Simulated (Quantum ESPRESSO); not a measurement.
## Collinear magnetic orders of MnPSe3 with Quantum ESPRESSO

Does MnPSe3 prefer parallel or opposed moments?

Calculated with Quantum ESPRESSO 7.5; LDA with U = 4 eV on Mn d (ortho-atomic projectors); plane waves with GBRV 1.5 LDA potentials, no spin-orbit coupling.

**Measured values to reproduce.**

For MnPSe3, rhombohedral van der Waals layered (powder annealed from the elements at 730 C), “Magnetic exchange interactions in the van der Waals layered antiferromagnet MnPSe3” (2020, arxiv:2010.08394) gives, by neutron powder diffraction, magnetic refinement: moment (ordered moment per Mn2+) 3.83 ± 0.03 μB [refined ordered moment, well below the 5 muB spin-only value; in-plane direction …].

## 1. Starting point

Symmetry: R-3, No. 148, trigonal system. The conventional cell has a = 6.400 Å, b = 6.400 Å, c = 20.716 Å, α = 90.00°, β = 90.00°, γ = 120.00°. Nearest to Mn lie 6 Se at 2.73 to 2.74 Å. Nearest to P lie 3 Se at 2.19 Å and 1 P at 2.22 Å. Nearest to Se lie 1 P at 2.19 Å and 2 Mn at 2.73 to 2.74 Å. Farther neighbours and most contacts between anions are not listed.

The cell comes from Materials Project 2023-11-01, a database of computed structures, and need not be the stable phase.

## 2. Run 1 (ferro ++)

The signs are those of the starting moments on the seeded atoms, the atoms that are given a moment.

pw.in

```
&CONTROL
  calculation = 'scf'
  prefix = 'pwscf'
  outdir = './tmp'
  pseudo_dir = './pseudo'
  disk_io = 'nowf'
/
&SYSTEM
  ibrav = 0
  nat = 10
  ntyp = 3
  ecutwfc = 40
  ecutrho = 280
  nbnd = 56
  occupations = 'smearing'
  smearing = 'fd'
  degauss = 0.00367493
  nspin = 2
  starting_magnetization(1) = 0.3
  starting_magnetization(2) = 0
  starting_magnetization(3) = 0
/
&ELECTRONS
  conv_thr = 2d-08
  electron_maxstep = 150
  mixing_beta = 0.3
/
ATOMIC_SPECIES
Mn     54.9380 mn_lda_v1.5.uspp.F.UPF
P      30.9738 p_lda_v1.5.uspp.F.UPF
Se     78.9710 se_lda_v1.uspp.F.UPF
CELL_PARAMETERS angstrom
   3.1997804373    1.8473940968    6.9054975756
  -3.1997804373    1.8473940968    6.9054975756
   0.0000000000   -3.6947881936    6.9054975756
ATOMIC_POSITIONS crystal
Mn      0.8323828600    0.8323828600    0.8323828600
Mn      0.1676171400    0.1676171400    0.1676171400
P       0.5535793900    0.5535793900    0.5535793900
P       0.4464206100    0.4464206100    0.4464206100
Se      0.4151439300    0.7494138000    0.0889330100
Se      0.0889330100    0.4151439300    0.7494138000
Se      0.7494138000    0.0889330100    0.4151439300
Se      0.5848560700    0.2505862000    0.9110669900
Se      0.9110669900    0.5848560700    0.2505862000
Se      0.2505862000    0.9110669900    0.5848560700
K_POINTS automatic
4 4 4 0 0 0
HUBBARD {ortho-atomic}
U Mn-3d 4.0000
```

The run is started by

```console
> OMP_NUM_THREADS=1 mpirun -n 4 pw.x -nk 4 -in pw.in > pw.out
```

What it wrote:

```text
Program PWSCF v.7.5 starts

     Message from routine setup:
     using ibrav=0 with symmetry is DISCOURAGED, use correct ibrav instead

     K-points division:     npool     =       4
     Subspace diagonalization in iterative solution of the eigenvalue problem:

     G-vector sticks info
     --------------------
     sticks:   dense  smooth     PW     G-vecs:    dense   smooth      PW
     Sum        3655    2079    593               130893    56513    8723

     Using Slab Decomposition

     bravais-lattice index     =            0
     lattice parameter (alat)  =      14.8000  a.u.
     unit-cell volume          =    1652.8086 (a.u.)^3
     number of atoms/cell      =           10
     number of atomic types    =            3
     number of electrons       =        76.00
     number of Kohn-Sham states=           56
     kinetic-energy cutoff     =      40.0000  Ry
     charge density cutoff     =     280.0000  Ry
     scf convergence threshold =      2.0E-08
     mixing beta               =       0.3000
     number of iterations used =            8  plain     mixing
     Exchange-correlation= SLA  PZ   NOGX NOGC
                           (   1   1   0   0   0   0   0)
     Hubbard projectors: ortho-atomic
     Hubbard parameters of DFT+U (Dudarev formulation) in eV:
     U(Mn-3d) =  4.0000

     Internal variables: lda_plus_u =T, lda_plus_u_kind = 0

     Internal variables: orbital_resolved =F, hub_pot_fix =F, apply_U = F

     celldm(1)=  14.799989  celldm(2)=   0.000000  celldm(3)=   0.000000
     celldm(4)=   0.000000  celldm(5)=   0.000000  celldm(6)=   0.000000

     crystal axes: (cart. coord. in units of alat)
               a(1) = (   0.408562   0.235883   0.881724 )
               a(2) = (  -0.408562   0.235883   0.881724 )
               a(3) = (   0.000000  -0.471766   0.881724 )

     reciprocal axes: (cart. coord. in units 2 pi/alat)
               b(1) = (  1.223805  0.706564  0.378047 )
               b(2) = ( -1.223805  0.706564  0.378047 )
               b(3) = (  0.000000 -1.413129  0.378047 )

     PseudoPot. # 1 for Mn read from file:
     mn_lda_v1.5.uspp.F.UPF
     Pseudo is Ultrasoft + core correction, Zval = 15.0
     Generated by new atomic code, or converted to UPF format
     Using radial grid of  859 points,  6 beta functions with:
                l(1) =   0
                l(2) =   0
                l(3) =   1
                l(4) =   1
                l(5) =   2
                l(6) =   2
     Q(r) pseudized with  8 coefficients,  rinner =    0.950   0.950   0.950
                                                       0.950   0.950

     PseudoPot. # 2 for P  read from file:
     p_lda_v1.5.uspp.F.UPF
     Pseudo is Ultrasoft + core correction, Zval =  5.0
     Generated by new atomic code, or converted to UPF format
     Using radial grid of  903 points,  6 beta functions with:
                l(1) =   0
                l(2) =   0
                l(3) =   1
                l(4) =   1
                l(5) =   2
                l(6) =   2
     Q(r) pseudized with  8 coefficients,  rinner =    1.300   1.300   1.300
                                                       1.300   1.300

     PseudoPot. # 3 for Se read from file:
     se_lda_v1.uspp.F.UPF
     Pseudo is Ultrasoft + core correction, Zval =  6.0
     Generated by new atomic code, or converted to UPF format
     Using radial grid of  877 points,  6 beta functions with:
                l(1) =   0
                l(2) =   0
                l(3) =   1
                l(4) =   1
                l(5) =   2
                l(6) =   2
     Q(r) pseudized with  8 coefficients,  rinner =    1.300   1.300   1.300
                                                       1.300   1.300

     atomic species   valence    mass     pseudopotential
     Mn               15.00    54.93800     Mn( 1.00)
     P                 5.00    30.97380     P ( 1.00)
     Se                6.00    78.97100     Se( 1.00)

     Starting magnetic structure
     atomic species   magnetization
     Mn              0.300
     P               0.000
     Se              0.000

      6 Sym. Ops., with inversion, found

   Cartesian axes

     site n.     atom                  positions (alat units)
         1        Mn     tau(   1) = (  -0.0000000   0.0000000   2.2017948  )
         2        Mn     tau(   2) = (  -0.0000000  -0.0000000   0.4433759  )
         3        P      tau(   3) = (   0.0000000  -0.0000000   1.4643120  )
         4        P      tau(   4) = (  -0.0000000   0.0000000   1.1808587  )
         5        Se     tau(   5) = (  -0.1365699   0.2327440   1.1052323  )
         6        Se     tau(   6) = (  -0.1332773  -0.2346450   1.1052323  )
         7        Se     tau(   7) = (   0.2698472   0.0019010   1.1052323  )
         8        Se     tau(   8) = (   0.1365699  -0.2327440   1.5399384  )
         9        Se     tau(   9) = (   0.1332773   0.2346450   1.5399384  )
        10        Se     tau(  10) = (  -0.2698472  -0.0019010   1.5399384  )

     number of k points=    14  Fermi-Dirac smearing, width (Ry)=  0.0037
                       cart. coord. in units 2pi/alat
        k(    1) = (   0.0000000   0.0000000   0.0000000), wk =   0.0156250
        k(    2) = (   0.0000000  -0.3532822   0.0945119), wk =   0.0937500
        k(    3) = (  -0.0000000   0.7065644  -0.1890237), wk =   0.0468750
        k(    4) = (  -0.3059513  -0.1766411   0.1890237), wk =   0.0937500
        k(    5) = (  -0.3059513   0.8832054  -0.0945119), wk =   0.0937500
        [... 9 further k-points ...]

     Dense  grid:   130893 G-vectors     FFT dimensions: (  80,  80,  80)

     Smooth grid:    56513 G-vectors     FFT dimensions: (  60,  60,  60)

     Check: negative core charge=   -0.000012
     Generating pointlists ...
     new r_m :   0.1440 (alat units)  2.1318 (a.u.) for type    1
     new r_m :   0.1156 (alat units)  1.7109 (a.u.) for type    2
     new r_m :   0.1156 (alat units)  1.7109 (a.u.) for type    3

     Initial potential from superposition of free atoms

     starting charge      74.9992, renormalised to      76.0000

     STARTING HUBBARD OCCUPATIONS:

     =================== HUBBARD OCCUPATIONS ===================
     ------------------------ ATOM    1 ------------------------
     Tr[ns(  1)] (up, down, total) =   5.00000  0.00000  5.00000
     Atomic magnetic moment for atom   1 =   5.00000
     [... lines left out ...]
     ------------------------ ATOM    2 ------------------------
     Tr[ns(  2)] (up, down, total) =   5.00000  0.00000  5.00000
     Atomic magnetic moment for atom   2 =   5.00000
     [... lines left out ...]
     Number of occupied Hubbard levels =   10.0000

     Atomic wfc used for Hubbard projectors are orthogonalized

     Starting wfcs are   58 randomized atomic wfcs

     Self-consistent Calculation

     iteration #  1     ecut=    40.00 Ry     beta= 0.30
     Davidson diagonalization with overlap
     ethr =  1.00E-02,  avg # of iterations =  4.4

     =================== HUBBARD OCCUPATIONS ===================
     ------------------------ ATOM    1 ------------------------
     Tr[ns(  1)] (up, down, total) =   4.95402  0.23080  5.18482
     Atomic magnetic moment for atom   1 =   4.72323
     [... lines left out ...]
     ------------------------ ATOM    2 ------------------------
     Tr[ns(  2)] (up, down, total) =   4.95402  0.23080  5.18482
     Atomic magnetic moment for atom   2 =   4.72323
     [... lines left out ...]
     Number of occupied Hubbard levels =   10.3696

     Threshold (ethr) on eigenvalues was too large:
     Diagonalizing with lowered threshold

     Davidson diagonalization with overlap
     ethr =  4.88E-04,  avg # of iterations =  2.2

     total energy              =    -712.52930166 Ry
     estimated scf accuracy    <       0.37935122 Ry

     total magnetization       =    10.00 Bohr mag/cell
     absolute magnetization    =    10.00 Bohr mag/cell

     iteration #  2     ecut=    40.00 Ry     beta= 0.30
     Davidson diagonalization with overlap
     ethr =  4.99E-04,  avg # of iterations =  3.2

     total energy              =    -712.57012336 Ry
     estimated scf accuracy    <       0.07615028 Ry

     total magnetization       =    10.00 Bohr mag/cell
     absolute magnetization    =    10.00 Bohr mag/cell

     iteration #  3     ecut=    40.00 Ry     beta= 0.30
     Davidson diagonalization with overlap
     ethr =  1.00E-04,  avg # of iterations =  5.9

     total energy              =    -712.57669077 Ry
     estimated scf accuracy    <       0.02518041 Ry

     total magnetization       =    10.00 Bohr mag/cell
     absolute magnetization    =    10.00 Bohr mag/cell

     [... further iterations left out ...]

     iteration #  8     ecut=    40.00 Ry     beta= 0.30
     Davidson diagonalization with overlap
     ethr =  1.16E-08,  avg # of iterations =  5.6

     negative rho (up, down):  0.000E+00 4.779E-05

     total energy              =    -712.57912279 Ry
     estimated scf accuracy    <       0.00000090 Ry

     total magnetization       =    10.00 Bohr mag/cell
     absolute magnetization    =    10.00 Bohr mag/cell

     iteration #  9     ecut=    40.00 Ry     beta= 0.30
     Davidson diagonalization with overlap
     ethr =  1.19E-09,  avg # of iterations =  4.6

     negative rho (up, down):  0.000E+00 4.918E-05

     total energy              =    -712.57912341 Ry
     estimated scf accuracy    <       0.00000007 Ry

     total magnetization       =    10.00 Bohr mag/cell
     absolute magnetization    =    10.00 Bohr mag/cell

     iteration # 10     ecut=    40.00 Ry     beta= 0.30
     Davidson diagonalization with overlap
     ethr =  9.39E-11,  avg # of iterations =  5.7

     negative rho (up, down):  0.000E+00 4.894E-05

     total energy              =    -712.57912347 Ry
     estimated scf accuracy    <       0.00000003 Ry

     total magnetization       =    10.00 Bohr mag/cell
     absolute magnetization    =    10.00 Bohr mag/cell

     iteration # 11     ecut=    40.00 Ry     beta= 0.30
     Davidson diagonalization with overlap
     ethr =  3.36E-11,  avg # of iterations =  2.8

     negative rho (up, down):  0.000E+00 4.829E-05

     Magnetic moment per site  (integrated on atomic sphere of radius R)
     atom   1 (R=0.144)  charge= 13.3519  magn=  4.4791
     atom   2 (R=0.144)  charge= 13.3519  magn=  4.4791
     atom   3 (R=0.116)  charge=  2.4359  magn=  0.0226
     atom   4 (R=0.116)  charge=  2.4359  magn=  0.0226
     atom   5 (R=0.116)  charge=  2.8680  magn=  0.0258
     atom   6 (R=0.116)  charge=  2.8680  magn=  0.0258
     atom   7 (R=0.116)  charge=  2.8680  magn=  0.0258
     atom   8 (R=0.116)  charge=  2.8680  magn=  0.0258
     atom   9 (R=0.116)  charge=  2.8680  magn=  0.0258
     atom  10 (R=0.116)  charge=  2.8680  magn=  0.0258

     End of self-consistent calculation

     =================== HUBBARD OCCUPATIONS ===================
     ------------------------ ATOM    1 ------------------------
     Tr[ns(  1)] (up, down, total) =   4.97155  0.30565  5.27721
     Atomic magnetic moment for atom   1 =   4.66590
     [... lines left out ...]
     ------------------------ ATOM    2 ------------------------
     Tr[ns(  2)] (up, down, total) =   4.97155  0.30565  5.27721
     Atomic magnetic moment for atom   2 =   4.66590
     [... lines left out ...]
     Number of occupied Hubbard levels =   10.5544

     [... lines left out ...]
     the Fermi energy is     6.0060 ev

!    total energy              =    -712.57912348 Ry
     estimated scf accuracy    <          8.7E-10 Ry
     smearing contrib. (-TS)   =      -0.00000020 Ry
     internal energy E=F+TS    =    -712.57912328 Ry

     The total energy is F=E-TS. E is the sum of the following terms:
     one-electron contribution =    -419.72902158 Ry
     hartree contribution      =     235.00010718 Ry
     xc contribution           =    -240.30368135 Ry
     ewald contribution        =    -287.63543628 Ry
     Hubbard energy            =       0.08890875 Ry

     total magnetization       =    10.00 Bohr mag/cell
     absolute magnetization    =    10.00 Bohr mag/cell

     convergence has been achieved in  11 iterations

=------------------------------------------------------------------------------=
   JOB DONE.
=------------------------------------------------------------------------------=
```

The job ended after 68 s (4 MPI ranks of Intel Xeon 6975P-C (Granite Rapids), shared host; peak memory 1.3 GiB).

Spin moment in the atom's sphere by atom:

```csv
atom,spin moment in the atom's sphere (μB)
Mn1,4.48
Mn2,4.48
P3,0.02
P4,0.02
Se5,0.03
Se6,0.03
Se7,0.03
Se8,0.03
Se9,0.03
Se10,0.03
```

This step gave:

* smearing term TS: 2.66e-6 eV
* magnetization: 10 μB
* absolute magnetization: 10.00 μB
* final state: ferromagnetic

[end of part 1 of 2]

[Logs and program files are shortened in this print: banners, set-up blocks, solver, clock and traceback lines can be left out without a mark of their own.]

[Logs are printed without paths, hosts, clocks, repeated set-up lines and the standing remarks that a program may print on its own settings, such as how far it seeks lower states.]

[Hosts, paths, dates, database ids (printed as entryN), source tags and the programs' standing remarks are cut or masked in the printed files.]

[Where a cell is said to come from a database of computed structures, the database is the Materials Project.]
